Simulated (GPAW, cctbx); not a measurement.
# Bonding in LiCu3S3 as X-rays see it

Aim: compute the bonding part of the density of LiCu3S3, find which reflections carry it, and see how it biases an ordinary refinement.

The start was made by putting kin elements into a known structure type; the compound need not exist, or be stable, in this form. All numbers below are calculated.

### 1. Find the equilibrium geometry

The density hangs on the geometry, so cell and atoms are relaxed first, with the symmetry held. The cutoff is set higher than for the density because stress converges slowly with plane waves.

Settings: GPAW 26.7.0, PBE, 670 eV, 4×4×2 k-points (along the axes of the calculation cell), Fermi–Dirac width 0.05 eV, BFGS to 0.03 eV/Å.

```text
cell
1.0
     3.401000000    0.000000000    0.000000000
     0.000000000    3.401000000    0.000000000
     0.000000000    0.000000000   10.392000000
Cu S Li
3 3 1
Direct
0.000000000 0.000000000 0.527300000
0.500000000 0.500000000 0.234500000
0.000000000 0.000000000 0.991600000
0.500000000 0.500000000 0.500900000
0.000000000 0.000000000 0.207200000
0.000000000 0.000000000 0.787200000
0.500000000 0.500000000 0.764200000
```

```console
$ OMP_NUM_THREADS=1 mpirun -n 4 gpaw python run.py > gpaw.log
```

```text
BFGS:    0      -27.110103        0.761450
BFGS:    1      -27.129779        0.560141
BFGS:    2      -27.171358        0.644886
BFGS:    3      -27.181002        0.389301
...
BFGS:   19      -27.287956        0.096933
BFGS:   20      -27.288828        0.035545
BFGS:   21      -27.288911        0.020495
cell  3.3419 3.3419 10.3209  90.00 90.00 90.00
volume 115.265 A^3, largest force 0.015 eV/A, largest stress 0.20 GPa
```

After 21 steps the volume has changed by -4.1 % and the energy by -0.179 eV; the largest stress left is 0.20 GPa. It took 8.4 min on 4 cores of Arm Neoverse N1 (shared host), peak memory 1.2 GiB.

Relaxed structure: P4mm (no. 99), a = 3.3419 Å, b = 3.3419 Å, c = 10.3209 Å, α = 90.00°, β = 90.00°, γ = 90.00°.

```csv
atom,mult.,x,y,z
Cu1,1,0,0,0.5449
Cu2,1,1/2,1/2,0.2578
Cu3,1,0,0,0.9935
S1,1,1/2,1/2,0.4922
S2,1,0,0,0.2020
S3,1,0,0,0.7854
Li1,1,1/2,1/2,0.7374
```

### 2. Density and charge transfer

X-rays see the whole electron density, so the PAW density is rebuilt with its core regions. Subtracting spherical free atoms from the same code cancels the cores and leaves the deformation density Δρ, the part due to bonding.

Settings: PBE, 550 eV, 6×6×2 k-points (along the axes of the calculation cell), Fermi–Dirac width 0.05 eV; primitive cell of 7 atoms.

```console
$ OMP_NUM_THREADS=1 mpirun -n 4 gpaw python run.py > gpaw.log
```

```text
|iter:   1|       0s |  -33.301953 | +0.45 |       |
|iter:   2|       2s |  -30.198782 | -0.84 | -0.94 |
|iter:   3|       3s |  -29.077682 | -0.78 | -1.08 |
...
|iter:  13|      19s |  -27.168105c| -5.46 | -3.51 |
|iter:  14|      21s |  -27.168137c| -6.25 | -3.69 |
|iter:  15|      22s |  -27.168161c| -7.43c| -4.13c|
```

```text
grid (40, 40, 112)  electrons 138.000  moved by bonding 1.100 e
deformation density beyond 0.5 A of the nuclei: max 0.184, min -0.348 e/A^3
atom        x       y       z   Voronoi charge  moment
Cu1    0.0000  0.0000  0.5449      0.270       0.00
Cu2    0.5000  0.5000  0.2578      0.205       0.00
Cu3    0.0000  0.0000  0.9935      0.201       0.00
S 4    0.5000  0.5000  0.4922     -0.216       0.00
S 5    0.0000  0.0000  0.2020     -0.231       0.00
S 6    0.0000  0.0000  0.7854     -0.253       0.00
Li7    0.5000  0.5000  0.7374      0.024       0.00
mean inner potential of superposed free atoms 14.814 V
total magnetic moment 0.000 muB
```

Deformation density in a plane through the shortest contact of the Cu atom at the origin, in 0.01 e/Å³ (clipped at ±99); x from -1.6 to 3.7 Å, y from 2.4 down to -2.4 Å:

```text
  0   2   1   0   0   0  -1   1   2   1   2   4   3   2   0  -1
  0   0   0   0   0   0   0   0   0   0   1   2   1   0  -1  -1
  0   0   0   0   0   0  -1  -1  -1   0   1   1   0  -1  -1  -1
  0   0   0   0   0  -1  -1   0   0   1   2   2   2   0  -1  -1
  0   3   2  -1  -1  -1  -1   2   3   2   1   4   4   2   1  -1
  4  12   4 -11   .   . -11   3   9   2   .   .   1   3   2  -2
 11  18   3 -34   .   . -33   2  13   3   .   .  -5   2   2  -3
  4  12   4 -11   .   . -11   3   9   2   .   .   1   3   2  -2
  0   3   2  -1  -1  -1  -1   2   3   2   1   4   4   2   1  -1
  0   0   0   0   0  -1  -1   0   0   1   2   2   2   0  -1  -1
  0   0   0   0   0   0  -1  -1  -1   0   1   1   0  -1  -1  -1
  0   0   0   0   0   0   0   0   0   0   1   2   1   0  -1  -1
  0   2   1   0   0   0  -1   1   2   1   2   4   3   2   0  -1
```

Atoms in or within 0.15 Å of the plane: Cu (0.0, 0.0), S (2.1, 0.0) Å. Dots mark points within about 0.45 Å of a nucleus; large values next to them are atomic features.

S gains most (-0.23 e) and Cu loses most (+0.23 e), in averages over each element's sites; S is the most electronegative element, but the order of the others doesn't follow electronegativity. Such charges fall far short of formal ones, since overlapping free atoms already put density on their neighbours. Along the shortest contact from the Cu atom at the map's origin, Cu–S at 2.15 Å, Δρ is +0.11 e/Å³ at the midpoint and highest, +0.13, 1.22 Å from Cu (points within 0.5 Å of a nucleus left out): a bond charge, the mark of covalency, pulled towards S. At the midpoints of other shortest contacts it is +0.04 (S–Li, 2.41 Å), -0.01 (Cu–Li, 3.09 Å) and 0.00 (Cu–Cu, 3.34 Å) e/Å³. Point values carry grid noise of about 0.01 e/Å³. The run needed 15 iterations, 33 s.

### 3. Structure factors

The Fourier components of Δρ, added to those of the free atoms, give the static X-ray structure factors; the Mott–Bethe relation turns them into the Fourier components V of the potential that fast electrons feel.

```text
static structure factors of the conventional cell: F in electrons, V (Mott-Bethe) in volts
   h  k  l      d  |F| table  |F| free   |F| DFT   change   |V| free  |V| DFT  change %
   0  0  1 10.3209    18.855    18.855    18.750   -0.105     1.172    1.365     16.5
   0  0  2  5.1604    14.803    14.775    14.527   -0.248     1.015    0.912    -10.1
   0  0  3  3.4403    45.292    45.171    44.937   -0.234     3.488    3.483     -0.1
   1  0  0  3.3419    36.064    35.988    35.988   -0.000     2.670    2.670      0.0
   1  0  1  3.1794    38.378    38.277    38.285    0.009     2.973    2.929     -1.5
   1  0  2  2.8051    42.036    41.633    41.099   -0.535     1.466    1.602      9.3
   0  0  4  2.5802    82.731    82.402    82.241   -0.162     6.223    6.266      0.7
   1  0  3  2.3971     1.468     1.474     1.516    0.042     0.320    0.306     -4.3
   1  1  0  2.3631   103.474   103.061   102.811   -0.250     7.758    7.814      0.7
   1  1  1  2.3035    15.210    15.118    15.065   -0.053     0.870    0.879      1.0
   1  1  2  2.1485    12.983    12.833    12.775   -0.058     0.528    0.534      1.0
   0  0  5  2.0642    22.725    22.641    22.550   -0.091     1.655    1.670      0.9
   1  0  4  2.0423    15.115    15.002    14.935   -0.067     0.827    0.839      1.4
   1  1  3  1.9478    37.529    37.287    37.076   -0.211     2.332    2.357      1.1
```

The largest X-ray change is -0.54 e on 102, 1.3 % of |F|. For electrons V goes as (Z − F)/g², so a change of F counts against Z − F, which is small at low angle and wherever the atoms' terms cancel: |V| of 001 moves by +16.5 % (1.17 to 1.36 V) against -0.6 % in |F|. The last three rows still change by up to 0.21 e; the table stops while the angles are still low. The tabulated Hartree–Fock atoms differ from the free DFT atoms by up to 0.41 e, so the choice of reference atom matters too.

### 4. Convergence

Cutoff and k-mesh: one is changed at a time, to find what the result needs.

| run | ΔF 102 (e) | ΔF 110 (e) | ΔF 002 (e) | q(S) (e) | moved (e) | time |
| --- | --- | --- | --- | --- | --- | --- |
| 550 eV 6×6×2 | -0.535 | -0.250 | -0.248 | -0.233 | 1.100 | 33 s |
| 250 eV 6×6×2 | -0.536 | -0.260 | -0.248 | -0.236 | 1.113 | 27 s |
| 350 eV 6×6×2 | -0.540 | -0.261 | -0.248 | -0.237 | 1.120 | 26 s |
| 750 eV 6×6×2 | -0.533 | -0.247 | -0.248 | -0.233 | 1.098 | 84 s |
| 550 eV 2×2×1 | -0.579 | -0.156 | -0.349 | -0.270 | 1.236 | 24 s |
| 550 eV 4×4×2 | -0.524 | -0.249 | -0.241 | -0.229 | 1.082 | 31 s |

Within 0.01 e of the base on all three: 750 eV 6×6×2. The largest error, 0.101 e, comes with 550 eV 2×2×1. The moved charge is off by up to 12 % among these runs. Times are from shared hosts.

### 5. Refining ordinary atoms against data with bonding

Routine crystallography fits spherical atoms. To see the bias, intensities are simulated from tabulated atoms plus the DFT change ΔF, so that bonding alone can misfit (3872 reflections of the full sphere, merged to the counts below, to 0.5 Å, 1.5 % proportional noise plus counting noise, assumed isotropic U as listed, Δρ smeared by the mean U) and refined with cctbx over different ranges.

```
                    range  data      R1  GooF  U Cu1 (true 0.0078)  U Cu2 (true 0.0078)  U Cu3 (true 0.0078)  U S1 (true 0.0094)  largest shift (Å)  Δρ max, min (e/Å³)
                 all data   682  0.0074  1.01               0.0078               0.0078               0.0077              0.0093             0.0013         0.25, -0.22
 low resolution, d > 0.84   172  0.0053  1.02               0.0075               0.0074               0.0075              0.0091             0.0022         0.14, -0.09
     high order, d < 0.75   443  0.0089  0.99               0.0078               0.0078               0.0078              0.0093             0.0026         0.17, -0.12
occupancies free, d > 0.7   284  0.0059  1.03               0.0077               0.0077               0.0076              0.0091             0.0011         0.21, -0.11
```

With all data GooF is 1.01, so at this noise the bonding hardly shows; the top residual peak lies 1.12 Å from Cu and 1.30 Å from S, between them. U of Cu2 is off by -5 % at low resolution and by +0 % from high-order data, where mostly the cores scatter (GooF 0.99). With Cu1 held at 1 and the scale free, the other occupancies refine to Cu2 1.001(0.003), Cu3 1.000(0.005), S1 0.999(0.005) and S2 1.004(0.005), within three s.u. of full.

### 6. Answer

Bonding moves 1.10 e in the primitive cell of LiCu3S3 and changes the structure factors of the conventional cell in the table above by at most 0.54 e (102, 1.3 %), and among reflections above 2 % of the strongest by up to 1.7 % (002). The shortest bond, Cu–S, has Δρ = +0.11 e/Å³ at its midpoint, a covalent bond charge. Within 0.01 e of the base on all three: 750 eV 6×6×2. The largest error, 0.101 e, comes with 550 eV 2×2×1. The moved charge is off by up to 12 % among these runs. With all data GooF is 1.01, so at this noise the bonding hardly shows. Limits: static density, frozen cores, no spin–orbit coupling; no Hubbard U on Cu.

[Outputs are excerpts: Python notices, other lines and further rows are left out; steps that failed or that the build refused (PBEsol, TPSS) are not shown.]

[Logs are printed without paths, hosts, clocks, repeated set-up lines and the standing remarks that a program may print on its own settings, such as how far it seeks lower states.]
